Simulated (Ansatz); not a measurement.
# Si2Mo (I4/mmm): phonons along a line and the smearing

Aim: see how the phonons of Si2Mo (I4/mmm) along the first symmetry line respond to the electronic smearing. The first relaxation steps of the session are not shown, so no cell shown is the starting entry, unless a step says so.

Calculated with Ansatz 0.2.0; DFT PBE, scalar-relativistic, plane waves, PAW.

### Step 1. The cell after earlier relaxation steps

It takes space group I4/mmm (No. 139, tetragonal). Conventional cell: a = 3.217 Å, b = 3.217 Å, c = 7.874 Å, α = 90.00°, β = 90.00°, γ = 90.00°. Nearest to Si lie 5 Si at 2.60 to 2.64 Å and 5 Mo at 2.62 to 2.64 Å. Mo has 10 Si at 2.62 to 2.64 Å nearest. Farther neighbours are not listed.

### Step 2. Relaxing tightly for phonons

Residual forces and stress shift phonon frequencies, so the cell is relaxed again, with tight thresholds and the mesh and smearing of this input. Earlier relaxation steps are not shown.

input.yaml

```yaml
crystal:
  lattice:
    - [-1.6083640801, 1.6083640801, 3.9367668807]
    - [1.6083640801, -1.6083640801, 3.9367668807]
    - [1.6083640801, 1.6083640801, -3.9367668807]
  atoms:
    - { symbol: Si, position: [0.3350896242, 0.3350896242, 0.0] }
    - { symbol: Si, position: [0.6649103758, 0.6649103758, 0.0] }
    - { symbol: Mo, position: [0.0, 0.0, 0.0] }
kpoints:
  mp_grid: { grid: [12, 12, 12] }
hamiltonian:
  xc: pbe
scf:
  occupations: { method: methfessel_paxton, width: 0.2 }
output:
  forces: true
  stress: true
  eigenvalues: true
relax:
  adjacent_minimum: "off"
  f_tol: 0.001
  max_steps: 60
  cell: { stress_tol: 0.01 }
```

Command:

```console
ansatz run input.yaml --threads 4 --pin off --max-ram 8192MiB --backend cpu --events-out ev --progress --plain --runs-dir out
```

Numbers of over 12 decimals in the logs are rounded to 6 here.

What it wrote:

```text
[the first part of the log is left out]
  E_vxc        = -328.299715  (∫ρ·V_xc dr)
  E_paw        = -4226.711728  (= ΣΔE_a)
  E_vpaw       = -148.869958  (= ΣTr[D̂ρ^β])
  E_aug_tail   = 0.000040  (compensation charges beyond the density's cutoff)
  E_ewald      = -1699.677330
  E_smearing   = 0.000030  (= −TS)
  E_closure    = 0.000000  (closes the sum)
  Σ components = -6229.124830   (vs F -6229.124830, Δ=0.00e0)
--- Forces (eV/Å), atoms counted from 1 ---
  atom   1  Si     0.00000000     0.00000000     0.00041106
  atom   2  Si    -0.00000000    -0.00000000    -0.00041106
  atom   3  Mo    -0.00000000     0.00000000     0.00000000
  max |Σ_I F_I| component: 2.78e-17 eV/Å
--- Stress (GPa, compression-positive) ---
       -0.000130       0.000000      -0.000000
        0.000000      -0.000130       0.000000
        0.000000       0.000000       0.001862
  P = ⅓ Tr σ = 0.0005 GPa (0.005 kbar)
--- Band table (eV; the first three rows and the last of 163) ---
  k-point 0: bands = ["-44.9904", "-19.1313", "-19.0610", "-19.0610", "2.4217", "9.4367", "12.3205", "12.7537", "13.1595", "13.1595", "16.0994", "18.8171", "18.9884", "19.2124", "19.2124"]
  k-point 1: bands = ["-44.9881", "-19.1281", "-19.0771", "-19.0748", "2.6338", "9.6228", "11.6852", "12.6508", "12.8100", "13.8611", "15.3371", "18.2402", "19.0174", "19.2965", "19.3092"]
  k-point 2: bands = ["-44.9819", "-19.1194", "-19.1192", "-19.1123", "3.2485", "10.0750", "10.9944", "11.6186", "12.9940", "13.8928", "14.4253", "17.9116", "19.0463", "19.4585", "19.4695"]
  k-point 162: bands = ["-44.9899", "-19.1539", "-19.0626", "-19.0626", "4.2951", "5.7100", "12.2877", "13.5941", "15.1751", "15.1751", "15.2598", "15.2598", "16.2301", "20.4368", "20.7298"]
--- Relaxed structure (3 steps of the walk, 3 accepted, 1 SCFs on fresh bases) ---
  F+E_penalty+E_count = -6229.12482997 eV   max|allowed force component| = 4.111e-4 eV/Å   (the final SCF, on the basis selected at the relaxed cell)
  cell:  # Å, volume = 40.7364 Å³
    - [-1.608468, 1.608468, 3.936390]
    - [1.608468, -1.608468, 3.936390]
    - [1.608468, 1.608468, -3.936390]
  atoms:
    - { symbol: Si, position: [0.335120, 0.335120, 0] }
    - { symbol: Si, position: [0.664880, 0.664880, 0] }
    - { symbol: Mo, position: [0, 0, 0] }
```

It took 4.9 s on 4 threads of Arm Neoverse V2, shared host; peak memory 0.42 GiB; 18 s of CPU time.

Little changed from the start: no atom moved by 0.005 Å and no cell edge by 0.1 %.

Numbers from this step:

```
pressure          : 5.34e-4 GPa
volume per atom   : 13.58 Å³
metallic on mesh  : yes
gap on the k-mesh : 0 eV
```

The largest force is now 4.1e-4 eV/Å and the largest stress component 0.0019 GPa, small enough for phonons.

### Step 3. Phonons along a line: Fermi–Dirac smearing of 0.1 eV

Each wavevector is solved by itself, so no interpolation smooths a dip of the branch.

input.yaml

```yaml
crystal:
  lattice:
    - [-1.6084683085, 1.6084683085, 3.936390077]
    - [1.6084683085, -1.6084683085, 3.936390077]
    - [1.6084683085, 1.6084683085, -3.936390077]
  atoms:
    - { symbol: Si, position: [0.3351196186, 0.3351196186, 0.0] }
    - { symbol: Si, position: [0.6648803814, 0.6648803814, 0.0] }
    - { symbol: Mo, position: [0.0, 0.0, 0.0] }
kpoints:
  mp_grid: { grid: [18, 18, 18] }
hamiltonian:
  xc: pbe
scf:
  occupations: { method: fermi_dirac, width: 0.1 }
output:
  eigenvalues: true
phonons:
  method: dfpt
  qpoints:
    - [0, 0, 0]
    - [0.0, 0.0, 0.166666667]
    - [0.0, 0.0, 0.333333333]
    - [0.0, 0.0, 0.5]
```

What it wrote:

```text
The run solves and reports these wavevectors of phonons.qpoints, in the list's order, at another value: [0.0, 0.0, 0.166666667] as [0.0, 0.0, 0.166667], [0.0, 0.0, 0.333333333] as [0.0, 0.0, 0.333333].
[...]
Crystal: 3 atoms, lattice volume = 40.736 Å³
Basis set: ecut = 420 eV, 793 PW (Γ), exchange–correlation on 64×64×64 points (8 copies of the dense FFT grid, shifted against one another)
Bands: 15, of which v1, the nominal top of the filled ones, is band 11 counted from 1 (10 counted from 0)
Symmetry: 16 space group operations
k-points: 480 of 5832
[...]
SCF iter   1: F=—  HF=-6229.130922 eV  |F-HF|=—  |Δ(HF+E_count)|=         —  Δρ=4.41e-3  dr2=7.14e-3  ethr=1.77e-3  ⟨swp⟩=5.1  Hψ=40852  notcnv=0
[...]
SCF iter   8: F=-6229.129775 eV  HF=-6229.129775 eV  |F-HF|=2.73e-12  |Δ(HF+E_count)|=  5.46e-12  Δρ=9.14e-8  dr2=3.01e-12  ethr=1.00e-12  ⟨swp⟩=5.0  Hψ=28514  notcnv=0
SCF 1 converged in 8 iterations: F = -6229.129775 eV  dr2 = 3.01e-12
[...]
NSCF: frozen V_eff on 480 k-points
WARN: eigensolver did not converge in 13 slots of this pass, the one above among them; of largest residual over every band (k=458): 1 band(s) unlocked (lowest unlocked band 14, counted from 0; max residual 1.60e-2 eV among the unlocked bands, 1.60e-2 eV over every band); of lowest unlocked band (k=59): band 14
[...]
DFPT response loops at q = (0, 0, 0) (fractional): preconditioner auto → Kerker (q_TF=auto, 2.462 Å⁻¹) (partly filled bands, converged f_vac=0.000); β = 1.00, the filter's whole step (`scf.mixing.beta` (0.50) is not read by the response loops under this deck's `scf.mixing.preconditioner`; to damp them name `kerker` or `kerker_dos`, under which they read `scf.mixing.beta`, and type it under 1.00, their step now; both keys bind the ground state too); Broyden in place of MSR1
[...]
SCF converged after 8 iterations
Free energy (F): -6229.129775 eV
[...]
Internal energy: -6229.119745 eV  (E = F + TS)
E sigma→0 (E₀):  -6229.124760 eV
Entropy (-TS):   -0.010030 eV (-3.343 meV/atom)
Fermi energy:    15.735286 eV
[...]
--- Band table (eV; the first three rows and the last of 480) ---
  k-point 0: bands = [... 7 lower, 12.7525, 13.1590, 13.1590, 16.0977, 18.8178, 18.9890, 19.2122, 19.2122]
  k-point 1: bands = [... 7 lower, 12.7772, 12.9166, 13.5632, 15.7335, 18.4941, 19.0722, 19.1596, 19.2582]
  k-point 2: bands = [... 7 lower, 12.3287, 12.8547, 14.1294, 14.8633, 18.0294, 19.0003, 19.3670, 19.3995]
  k-point 479: bands = [... 7 lower, 13.5934, 15.1737, 15.1737, 15.2602, 15.2602, 16.2283, 20.4370, 20.7302]
--- Phonons (Γ-DFPT): 4 representative perturbations + reference (Σ response iterations 12) ---
  ASR residual: 2.403e-4 → 0.000e0 eV/Å²; symmetrization residual: 6.286e-6 eV/Å²
  ASR residual per site (eV/Å²): 2.41e-5 2.41e-5 2.40e-4
  Γ frequencies (cm⁻¹): 0.00 0.00 0.00 266.80 266.80 308.44 319.86 319.86 423.85
  non-analytic LO–TO correction: not included (Born effective charges unavailable; polar crystals: no LO–TO splitting at Γ)
--- Phonons (arbitrary-q DFPT): 4 explicit q-points ---
  q = [0, 0, 0] (of the zone-centre solve; hermiticity 1.01e-6, symmetrization 2.01e-14): -0.00 0.00 0.00 266.80 266.80 308.44 319.86 319.86 423.85
  q = [0, 0, 0.166667] (4 solved perturbations in 9414 linear systems a pass and spin channel, the states on 3078 of 5832 k-point pairs; hermiticity 6.04e-7, symmetrization 4.40e-14): 107.19 125.49 182.74 267.09 268.68 313.08 335.53 361.06 423.65
[...]
sum rule: each row above includes the acoustic sum rule's correction from the zone centre's row sums; it moved no ω² by more than (0.83 cm⁻¹)²
```

The job ended after 6 min (4 threads; peak memory 4.1 GiB).

Each wavevector solved by linear response. Frequency against |q| along the line; 7 of 9 lines:

| \|q\| along the line (Å⁻¹) | mode 1 (cm⁻¹) | mode 2 (cm⁻¹) | mode 3 (cm⁻¹) | mode 4 (cm⁻¹) | mode 5 (cm⁻¹) | mode 6 (cm⁻¹) | mode 7 (cm⁻¹) |
| --- | --- | --- | --- | --- | --- | --- | --- |
| 0.000 | 0 | 0 | 0 | 267 | 267 | 308 | 320 |
| 0.460 | 107 | 125 | 183 | 267 | 269 | 313 | 336 |
| 0.921 | 178 | 193 | 234 | 265 | 274 | 309 | 349 |
| 1.381 | 199 | 212 | 259 | 270 | 278 | 300 | 372 |

### Step 4. Phonons along a line: Fermi–Dirac smearing of 0.25 eV

Each wavevector is solved by itself, so no interpolation smooths a dip of the branch.

input.yaml: that of step 3 with these lines changed.

```diff
@@ -14,3 +14,3 @@
 scf:
-  occupations: { method: fermi_dirac, width: 0.1 }
+  occupations: { method: fermi_dirac, width: 0.25 }
 output:
```

Wider smearing eases the sum over k-points of a metal but moves the result away from its zero-temperature value.

What it wrote:

```text
band count auto-derived: 16 (N_el = 22.0; filled up to band 11; 15 by the electrons, moments and atoms)
[...]
Crystal: 3 atoms, lattice volume = 40.736 Å³
Basis set: ecut = 420 eV, 793 PW (Γ), exchange–correlation on 64×64×64 points (8 copies of the dense FFT grid, shifted against one another)
Bands: 16, of which v1, the nominal top of the filled ones, is band 11 counted from 1 (10 counted from 0)
[... 1 set-up line as in the run before ...]
k-points: 480 of 5832
[...]
SCF iter   1: F=—  HF=-6229.170421 eV  |F-HF|=—  |Δ(HF+E_count)|=         —  Δρ=4.63e-3  dr2=8.84e-3  ethr=1.77e-3  ⟨swp⟩=5.0  Hψ=41030  notcnv=0
[...]
SCF iter   8: F=-6229.169072 eV  HF=-6229.169072 eV  |F-HF|=1.82e-12  |Δ(HF+E_count)|=  9.09e-13  Δρ=8.66e-8  dr2=3.10e-12  ethr=1.00e-12  ⟨swp⟩=5.0  Hψ=29563  notcnv=0
SCF 1 converged in 8 iterations: F = -6229.169072 eV  dr2 = 3.10e-12
[...]
SCF converged after 8 iterations
Free energy (F): -6229.169072 eV
[...]
Internal energy: -6229.053916 eV  (E = F + TS)
E sigma→0 (E₀):  -6229.111494 eV
Entropy (-TS):   -0.115156 eV (-38.385 meV/atom)
Fermi energy:    15.749940 eV
[...]
--- Band table (eV; the first three rows and the last of 480) ---
  k-point 0: bands = [... 7 lower, 12.7477, 13.1554, 13.1554, 16.0903, 18.8202, 18.9914, 19.2129, 19.2129, ... 1 higher]
  k-point 1: bands = [... 7 lower, 12.7725, 12.9135, 13.5612, 15.7270, 18.4944, 19.0698, 19.1600, 19.2587, ... 1 higher]
  k-point 2: bands = [... 7 lower, 12.3264, 12.8502, 14.1289, 14.8582, 18.0269, 18.9955, 19.3669, 19.3961, ... 1 higher]
  k-point 479: bands = [... 7 lower, 13.5867, 15.1647, 15.1647, 15.2628, 15.2628, 16.2206, 20.4394, 20.7325, ... 1 higher]
[...]
ASR residual: 6.267e-4 → 0.000e0 eV/Å²; symmetrization residual: 6.057e-6 eV/Å²
  ASR residual per site (eV/Å²): 2.83e-5 2.83e-5 6.27e-4
  Γ frequencies (cm⁻¹): 0.00 0.00 0.00 269.15 269.15 307.56 318.02 318.02 421.06
[...]
--- Phonons (arbitrary-q DFPT): 4 explicit q-points ---
[...]
```

Run time: 6.7 min. Hardware: 4 threads; peak memory 4.4 GiB.

Each wavevector solved by linear response. Frequency against |q| along the line; 7 of 9 lines:

| \|q\| along the line (Å⁻¹) | mode 1 (cm⁻¹) | mode 2 (cm⁻¹) | mode 3 (cm⁻¹) | mode 4 (cm⁻¹) | mode 5 (cm⁻¹) | mode 6 (cm⁻¹) | mode 7 (cm⁻¹) |
| --- | --- | --- | --- | --- | --- | --- | --- |
| 0.000 | 0 | 0 | 0 | 269 | 269 | 308 | 318 |
| 0.460 | 104 | 125 | 181 | 266 | 271 | 315 | 333 |
| 0.921 | 173 | 195 | 234 | 257 | 276 | 310 | 348 |
| 1.381 | 194 | 214 | 257 | 259 | 280 | 300 | 372 |

Against step 3 (now smearing width 0.25 eV), the free energy moves by -13.1 meV an atom.

### Step 5. Wavevectors along a line: Fermi–Dirac smearing of 0.04 eV

Each wavevector is solved by itself, so no interpolation smooths a dip of the branch.

input.yaml: that of step 4 with these lines changed.

```diff
@@ -14,3 +14,3 @@
 scf:
-  occupations: { method: fermi_dirac, width: 0.25 }
+  occupations: { method: fermi_dirac, width: 0.04 }
 output:
```

Narrower smearing comes nearer the zero-temperature value but asks more of the mesh.

What it wrote:

```text
[...]
Crystal: 3 atoms, lattice volume = 40.736 Å³
Basis set: ecut = 420 eV, 793 PW (Γ), exchange–correlation on 64×64×64 points (8 copies of the dense FFT grid, shifted against one another)
Bands: 15, of which v1, the nominal top of the filled ones, is band 11 counted from 1 (10 counted from 0)
[... 1 set-up line as in the run before ...]
k-points: 480 of 5832
[...]
SCF iter   1: F=—  HF=-6229.127214 eV  |F-HF|=—  |Δ(HF+E_count)|=         —  Δρ=4.42e-3  dr2=7.15e-3  ethr=1.77e-3  ⟨swp⟩=5.6  Hψ=41696  notcnv=0
[...]
SCF iter   8: F=-6229.126075 eV  HF=-6229.126075 eV  |F-HF|=1.82e-12  |Δ(HF+E_count)|=  7.28e-12  Δρ=9.28e-8  dr2=3.27e-12  ethr=1.00e-12  ⟨swp⟩=5.0  Hψ=28359  notcnv=0
SCF 1 converged in 8 iterations: F = -6229.126075 eV  dr2 = 3.27e-12
[...]
SCF converged after 8 iterations
Free energy (F): -6229.126075 eV
[...]
Internal energy: -6229.124836 eV  (E = F + TS)
E sigma→0 (E₀):  -6229.125455 eV
Entropy (-TS):   -0.001240 eV (-0.413 meV/atom)
Fermi energy:    15.740615 eV
[...]
--- Band table (eV; the first three rows and the last of 480) ---
  k-point 0: bands = [... 7 lower, 12.7524, 13.1592, 13.1592, 16.0977, 18.8178, 18.9890, 19.2122, 19.2122]
  k-point 1: bands = [... 7 lower, 12.7771, 12.9168, 13.5634, 15.7335, 18.4941, 19.0723, 19.1596, 19.2583]
  k-point 2: bands = [... 7 lower, 12.3289, 12.8546, 14.1295, 14.8633, 18.0296, 19.0005, 19.3670, 19.3997]
  k-point 479: bands = [... 7 lower, 13.5938, 15.1741, 15.1741, 15.2602, 15.2602, 16.2283, 20.4370, 20.7300]
[...]
ASR residual: 7.601e-5 → 0.000e0 eV/Å²; symmetrization residual: 6.395e-6 eV/Å²
  ASR residual per site (eV/Å²): 2.00e-5 2.00e-5 7.60e-5
  Γ frequencies (cm⁻¹): 0.00 0.00 0.00 266.74 266.74 308.80 320.12 320.12 424.28
[...]
--- Phonons (arbitrary-q DFPT): 4 explicit q-points ---
[...]
```

Run time: 5.9 min. Hardware: 4 threads; peak memory 4.1 GiB; 23 min of CPU time.

Each wavevector solved by linear response. Frequency against |q| along the line; 7 of 9 lines:

| \|q\| along the line (Å⁻¹) | mode 1 (cm⁻¹) | mode 2 (cm⁻¹) | mode 3 (cm⁻¹) | mode 4 (cm⁻¹) | mode 5 (cm⁻¹) | mode 6 (cm⁻¹) | mode 7 (cm⁻¹) |
| --- | --- | --- | --- | --- | --- | --- | --- |
| 0.000 | 0 | 0 | 0 | 267 | 267 | 309 | 320 |
| 0.460 | 107 | 126 | 183 | 267 | 269 | 313 | 336 |
| 0.921 | 178 | 193 | 234 | 265 | 274 | 309 | 348 |
| 1.381 | 199 | 213 | 259 | 272 | 278 | 301 | 373 |

Against step 3 (now smearing width 0.04 eV), the free energy moves by +1.2 meV an atom.

### Step 6. Phonons along a line: Methfessel–Paxton smearing of 0.2 eV

Each wavevector is solved by itself, so no interpolation smooths a dip of the branch.

input.yaml: that of step 5 with these lines changed.

```diff
@@ -14,3 +14,3 @@
 scf:
-  occupations: { method: fermi_dirac, width: 0.04 }
+  occupations: { method: methfessel_paxton, width: 0.2 }
 output:
```

What it wrote:

```text
[...]
Crystal: 3 atoms, lattice volume = 40.736 Å³
Basis set: ecut = 420 eV, 793 PW (Γ), exchange–correlation on 64×64×64 points (8 copies of the dense FFT grid, shifted against one another)
Bands: 15, of which v1, the nominal top of the filled ones, is band 11 counted from 1 (10 counted from 0)
[... 1 set-up line as in the run before ...]
k-points: 480 of 5832
[...]
SCF iter   1: F=—  HF=-6229.126421 eV  |F-HF|=—  |Δ(HF+E_count)|=         —  Δρ=4.39e-3  dr2=6.99e-3  ethr=1.77e-3  ⟨swp⟩=5.0  Hψ=39301  notcnv=0
[...]
SCF iter   8: F=-6229.125334 eV  HF=-6229.125334 eV  |F-HF|=4.55e-12  |Δ(HF+E_count)|=  7.28e-12  S|Δr|=    0.00e0  Δρ=9.30e-8  dr2=3.31e-12  ethr=1.00e-12  ⟨swp⟩=5.0  Hψ=28447  notcnv=0
SCF 1 converged in 8 iterations: F = -6229.125334 eV  dr2 = 3.31e-12
[...]
SCF converged after 8 iterations
Stability not checked: this state was not tested for a lower state beside it, because cold or Methfessel-Paxton smearing, or corrected tetrahedra, fill the levels in a way that the test cannot read (fill_not_monotonic; see scf.lower_state_search)
Free energy (F): -6229.125334 eV
[...]
Internal energy: -6229.126014 eV  (E = F + TS)
E sigma→0 (E₀):  -6229.125504 eV
Entropy (-TS):   0.000680 eV (0.227 meV/atom)
Fermi energy:    15.741541 eV
[...]
--- Band table (eV; the first three rows and the last of 480) ---
  k-point 0: bands = [... 7 lower, 12.7529, 13.1593, 13.1593, 16.0984, 18.8174, 18.9887, 19.2123, 19.2123]
  k-point 1: bands = [... 7 lower, 12.7776, 12.9169, 13.5634, 15.7341, 18.4938, 19.0726, 19.1595, 19.2584]
  k-point 2: bands = [... 7 lower, 12.3289, 12.8551, 14.1295, 14.8638, 18.0295, 19.0008, 19.3672, 19.3997]
  k-point 479: bands = [... 7 lower, 13.5938, 15.1745, 15.1745, 15.2600, 15.2600, 16.2290, 20.4369, 20.7299]
[...]
ASR residual: 4.440e-5 → 0.000e0 eV/Å²; symmetrization residual: 6.114e-6 eV/Å²
  ASR residual per site (eV/Å²): 1.88e-5 1.88e-5 4.44e-5
  Γ frequencies (cm⁻¹): 0.00 0.00 0.00 266.67 266.67 308.76 320.21 320.21 424.88
[...]
--- Phonons (arbitrary-q DFPT): 4 explicit q-points ---
[...]
```

It took 6 min on 4 threads; peak memory 4.1 GiB; 24 min of CPU time.

Each wavevector solved by linear response. Frequency against |q| along the line; 7 of 9 lines:

| \|q\| along the line (Å⁻¹) | mode 1 (cm⁻¹) | mode 2 (cm⁻¹) | mode 3 (cm⁻¹) | mode 4 (cm⁻¹) | mode 5 (cm⁻¹) | mode 6 (cm⁻¹) | mode 7 (cm⁻¹) |
| --- | --- | --- | --- | --- | --- | --- | --- |
| 0.000 | 0 | 0 | 0 | 267 | 267 | 309 | 320 |
| 0.460 | 107 | 126 | 183 | 267 | 269 | 313 | 336 |
| 0.921 | 179 | 193 | 234 | 265 | 274 | 309 | 349 |
| 1.381 | 199 | 212 | 259 | 272 | 278 | 301 | 373 |

Against step 3 (now occupations Methfessel-Paxton and smearing width 0.2 eV), the free energy moves by +1.5 meV an atom.

### Step 7. Smearing and the soft branch

Lowest frequency against |q| along the line:

| \|q\| along the line (Å⁻¹) | fermi dirac 0.1 eV, k 18x18x18 (cm⁻¹) | fermi dirac 0.25 eV, k 18x18x18 (cm⁻¹) | fermi dirac 0.04 eV, k 18x18x18 (cm⁻¹) | methfessel paxton 0.2 eV, k 18x18x18 (cm⁻¹) |
| --- | --- | --- | --- | --- |
| 0.000 | 0 | 0 | 0 | 0 |
| 0.460 | 107 | 104 | 107 | 107 |
| 0.921 | 178 | 173 | 178 | 179 |
| 1.381 | 199 | 194 | 199 | 199 |

### Step 8. Summary of results

| Item | Value |
| --- | --- |
| phonon run of the rows without a label of their own | PBE, k 18×18×18 |
| lowest branch at the last solved point, Fermi–Dirac 0.1 eV | 199 cm⁻¹ at \|q\| = 1.38 Å⁻¹ |
| lowest branch at the last solved point, Fermi–Dirac 0.25 eV | 194 cm⁻¹ at \|q\| = 1.38 Å⁻¹ |
| lowest branch at the last solved point, Fermi–Dirac 0.04 eV | 199 cm⁻¹ at \|q\| = 1.38 Å⁻¹ |
| lowest branch at the last solved point, Methfessel–Paxton 0.2 eV | 199 cm⁻¹ at \|q\| = 1.38 Å⁻¹ |

No branch softens by more than 4 % of the top frequency as the smearing narrows, so no anomaly that hangs on the smearing shows at these points. The line holds 4 wavevectors, so a narrow dip between them would be missed. Between Fermi–Dirac 0.25 eV and Fermi–Dirac 0.04 eV the largest change, with modes counted by rank of frequency, is in mode 8 at |q| = 0.460 Å⁻¹, from 347 to 363 cm⁻¹. Where branches cross, a count by rank can hide a softening. At the narrowest width the k mesh may not resolve the Fermi surface, so part of the change can be mesh noise.

[Logs are printed without paths, hosts, clocks, repeated set-up lines and the standing remarks that a program may print on its own settings, such as how far it seeks lower states.]

[Hosts, paths, dates, database ids (printed as entryN), source tags and the programs' standing remarks are cut or masked in the printed files.]
